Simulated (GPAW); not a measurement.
# Work function of C/Rh(100) at several levels, part 2 of 2

Aim: the work function of both faces of C/Rh(100), and its spread over functionals and bases.

GPAW 26.7.0; GPAW, PAW setups; slab in vacuum, relaxation (the session's first sound run).

So far, upper work function (eV): step 2 (relaxing the atoms, PBE, GPAW) 5.51; step 4 (self-consistent run: xc = "RPBE") 5.39; step 5 (self-consistent run: xc = "revPBE") 5.40; step 6 (OptPBE vdW: xc = "optPBE-vdW", GPAW, PAW setups, GPAW) 5.72; step 7 (self-consistent run: xc = "LDA") 5.81.

**8. Self-consistent run: xc = "vdW-DF2"**

The same geometry under vdW-DF2, to see how far the functional moves the levels against the vacuum (the van der Waals functionals take revPBE setups).

Contents of run.py:

```python
import json
import numpy as np
from ase import Atoms
from gpaw import GPAW, PW

slab = Atoms(
    ['Rh', 'Rh', 'Rh', 'Rh', 'C'],
    positions=[
        [1.34350, 1.34350, 7.00000],
        [0.00000, 0.00000, 8.90000],
        [1.34350, 1.34350, 10.78721],
        [-0.00000, 0.00000, 13.00824],
        [1.34350, 1.34350, 13.70954]],
    cell=[[2.68701, 0.0, 0.0], [0.0, 2.68701, 0.0], [0.0, 0.0, 20.76883]],
    pbc=[True, True, False])

slab.calc = GPAW(mode=PW(500), xc='vdW-DF2', kpts={'size': (12, 12, 1), 'gamma': True},
                 occupations={'name': 'fermi-dirac', 'width': 0.1}, nbands='160%',
                 convergence={'density': 1e-05}, maxiter=200,
                 poissonsolver={'dipolelayer': 'xy'},
                 symmetry={'tolerance': 1e-3}, txt='slab.txt')
result = {}
energy = slab.get_potential_energy()
fermi = slab.calc.get_fermi_level()
v = slab.calc.get_electrostatic_potential().mean((0, 1)) - fermi
n = slab.calc.get_pseudo_density().mean((0, 1))
L = slab.cell[2, 2]
z = np.arange(len(v)) * L / len(v)
low, high = slab.positions[:, 2].min(), slab.positions[:, 2].max()
below, above = np.interp([low - 4.8, high + 4.8], z, v)
slopes = [np.interp(x, z, np.gradient(v, z)) for x in (low - 4.8, high + 4.8)]
eps = np.array([[slab.calc.get_eigenvalues(k, s) for k in range(len(slab.calc.get_ibz_k_points()))]
                for s in range(slab.calc.get_number_of_spins())]) - fermi
top, bottom = eps[eps < 0].max(), eps[eps > 0].min()
dipole = slab.get_dipole_moment()[2]
print(f'energy {energy:.4f} eV, Fermi level {fermi:.4f} eV, dipole {dipole:.5f} e A')
print(f'potential 4.8 A off the faces, from the Fermi level: lower {below:.4f} eV, upper {above:.4f} eV')
print(f'slope of the potential there: lower {slopes[0]:.5f}, upper {slopes[1]:.5f} eV/A')
print(f'nearest levels on the mesh: {top:.4f} and {bottom:.4f} eV')
print('magnetic moment', round(slab.get_magnetic_moment(), 3))
result.update(energy=energy, fermi=fermi, dipole=dipole, below=below, above=above, slopes=slopes, edges=[top, bottom],
              z=z.tolist(), v=v.tolist(), n=n.tolist(), positions=slab.positions.tolist(),
              forces=slab.get_forces(apply_constraint=False).tolist(), moments=slab.get_magnetic_moments().tolist())
json.dump(result, open('result.json', 'w'))
```

Launch:

```
$ OMP_NUM_THREADS=1 OPENBLAS_NUM_THREADS=1 python run.py
```

The log of the run:

```text
energy -393.1504 eV, Fermi level 1.6020 eV, dipole -0.02184 e A
potential 4.8 A off the faces, from the Fermi level: lower 5.2985 eV, upper 5.8466 eV
slope of the potential there: lower -0.00093, upper -0.00000 eV/A
nearest levels on the mesh: -0.0137 and 0.0034 eV
magnetic moment 0.0
```

Elapsed: 5 min, on 1 thread of Arm Neoverse V1, shared host; peak memory 0.39 GiB.

This step gave:

```
dipole along the normal                    : -0.02184 e·Å
levels nearest the Fermi level on the mesh : -0.01368, 0.003419 eV from the Fermi level
upper work function                        : 5.847 eV
lower work function                        : 5.298 eV
```

The electrostatic potential energy of an electron (without an applied field's), less the Fermi level, planar mean oscillates, so the rows of the table below give means over windows of 1 Å about each position, cut where the curve ends. Its maxima inside the range that stand out by 2 % of the span (Å: eV): 8.0: -3.18, 9.8: -3.51, 11.9: -0.864. Its minima: 7.0: -21.6, 8.9: -22.1, 10.8: -21.9, 13.1: -25.5.

Electrostatic potential energy of an electron (without an applied field's), less the Fermi level, planar mean against z; means over each step:

```tsv
z (Å)	electrostatic potential energy of an electron (without an applied field's), less the Fermi level, planar mean (eV)
0	5.40
1	5.30
2	5.30
3	5.30
4	5.26
5	4.84
6	-0.196
7	-16.9
8	-6.27
9	-17.3
10	-7.22
11	-15.8
12	-3.35
13	-21.5
14	-9.02
15	4.86
16	5.80
17	5.84
18	5.85
19	5.85
20	5.84
```

The upper face's work function is 5.847 eV, against 5.512 eV in the first plane-wave PBE run at this geometry.

**9. Real-space grid: mode = "fd"**

A real-space grid is a second complete basis, so it checks the plane-wave result.

Changes to run.py since step 8:

```diff
@@ -3,3 +3,3 @@
 from ase import Atoms
-from gpaw import GPAW, PW
+from gpaw import GPAW
 
@@ -16,3 +16,3 @@
 
-slab.calc = GPAW(mode=PW(500), xc='vdW-DF2', kpts={'size': (12, 12, 1), 'gamma': True},
+slab.calc = GPAW(mode='fd', h=0.18, xc='PBE', kpts={'size': (12, 12, 1), 'gamma': True},
                  occupations={'name': 'fermi-dirac', 'width': 0.1}, nbands='160%',
```

The log of the run:

```text
energy -34.6471 eV, Fermi level -5.2298 eV, dipole -0.02271 e A
potential 4.8 A off the faces, from the Fermi level: lower 4.9449 eV, upper 5.5144 eV
slope of the potential there: lower -0.00050, upper 0.00003 eV/A
nearest levels on the mesh: -0.0090 and 0.0361 eV
magnetic moment 0.0
```

It took 16 min on 1 thread; peak memory 1.2 GiB.

Numbers from this step:

```yaml
dipole_along_the_normal: -0.02271 e·Å
levels_nearest_the_fermi_level_on_the_mesh: -0.008983, 0.03606 eV from the Fermi level
upper_work_function: 5.514 eV
lower_work_function: 4.945 eV
```

The upper face's work function is 5.514 eV, against 5.512 eV in the first plane-wave PBE run at this geometry.

**10. Atomic orbitals: mode = "lcao"**

Atom-centred orbitals end a few angstrom from the surface, which tests how much the density's tail matters.

Changes to run.py since step 9:

```diff
@@ -16,4 +16,4 @@
 
-slab.calc = GPAW(mode='fd', h=0.18, xc='PBE', kpts={'size': (12, 12, 1), 'gamma': True},
-                 occupations={'name': 'fermi-dirac', 'width': 0.1}, nbands='160%',
+slab.calc = GPAW(mode='lcao', basis='dzp', h=0.18, xc='PBE', kpts={'size': (12, 12, 1), 'gamma': True},
+                 occupations={'name': 'fermi-dirac', 'width': 0.1}, nbands='120%',
                  convergence={'density': 1e-05}, maxiter=200,
```

The log of the run:

```text
energy -32.8516 eV, Fermi level -5.2659 eV, dipole -0.02418 e A
potential 4.8 A off the faces, from the Fermi level: lower 4.9626 eV, upper 5.5689 eV
slope of the potential there: lower -0.00071, upper 0.00012 eV/A
nearest levels on the mesh: -0.0005 and 0.0428 eV
magnetic moment 0.0
```

The job ended after 38 min (1 thread; peak memory 0.42 GiB).

This step gave:

* dipole along the normal: -0.02418 e·Å
* levels nearest the Fermi level on the mesh: -4.97e-4, 0.04284 eV from the Fermi level
* upper work function: 5.569 eV
* lower work function: 4.963 eV

The upper face's work function is 5.569 eV, against 5.512 eV in the first plane-wave PBE run at this geometry.

**11. All levels side by side**

Times are for 1 thread of Arm Neoverse V1, shared host. The series side by side:

```tsv
no.	run	upper work function (eV)	lower work function (eV)	time	memory (GiB)
1	pw	5.512	4.945	3.2 min	0.28
2	RPBE	5.390	4.767	3.1 min	0.28
3	revPBE	5.399	4.789	3.5 min	0.28
4	optPBE vdW	5.717	5.122	3.3 min	0.39
5	LDA	5.805	5.328	4 min	0.28
6	vdW DF2	5.847	5.298	5 min	0.39
7	fd	5.514	4.945	16 min	1.2
8	lcao	5.569	4.963	38 min	0.42
```

**12. Side by side**

Results and costs are gathered.

This step: comparison of work functions, dipole and cost (GPAW 26.7.0).

Ladder, by row:

```tsv
step	code	work function, upper (eV)	work function, lower (eV)	dipole (e Å)	wall time (s)	peak memory (GiB)	threads
pw	GPAW	5.512	4.945	-0.02261	194.8	0.28	1
RPBE	GPAW	5.39	4.767	-0.02485	183.7	0.28	1
revPBE	GPAW	5.399	4.789	-0.02429	210	0.28	1
optPBE-vdW	GPAW	5.717	5.122	-0.0237	199.2	0.39	1
LDA	GPAW	5.805	5.328	-0.01901	242.6	0.28	1
vdW-DF2	GPAW	5.847	5.298	-0.02184	300	0.39	1
fd	GPAW	5.514	4.945	-0.02271	971.7	1.2	1
lcao	GPAW	5.569	4.963	-0.02418	2305	0.42	1
```

**13. Summary of results**

```yaml
work_function_upper_and_lower_face: 5.512 and 4.945 eV
dipole_along_the_normal: -0.0226 e Å
```

With plane waves and PBE the work function is 5.51 eV on the upper face and 4.94 eV on the lower. The two faces differ by 0.57 eV, the step that the slab's dipole makes (e p/(ε0 A) gives 0.57 eV), so the dipole layer is needed. Over the sound runs of the table the upper face's work function spans 5.390 (RPBE) to 5.847 eV (vdW-DF2). The cell of 7.22 Å² holds one C, started on one chosen site; other sites and coverages weren't tried. The in-plane lattice was kept as typed, which isn't the functional's own and leaves some strain; spin-orbit coupling and temperature are left out.

[Logs are printed without paths, hosts, clocks, repeated set-up lines and the standing remarks that a program may print on its own settings, such as how far it seeks lower states.]

[Hosts, paths, dates, database ids (printed as entryN), source tags and the programs' standing remarks are cut or masked in the printed files.]
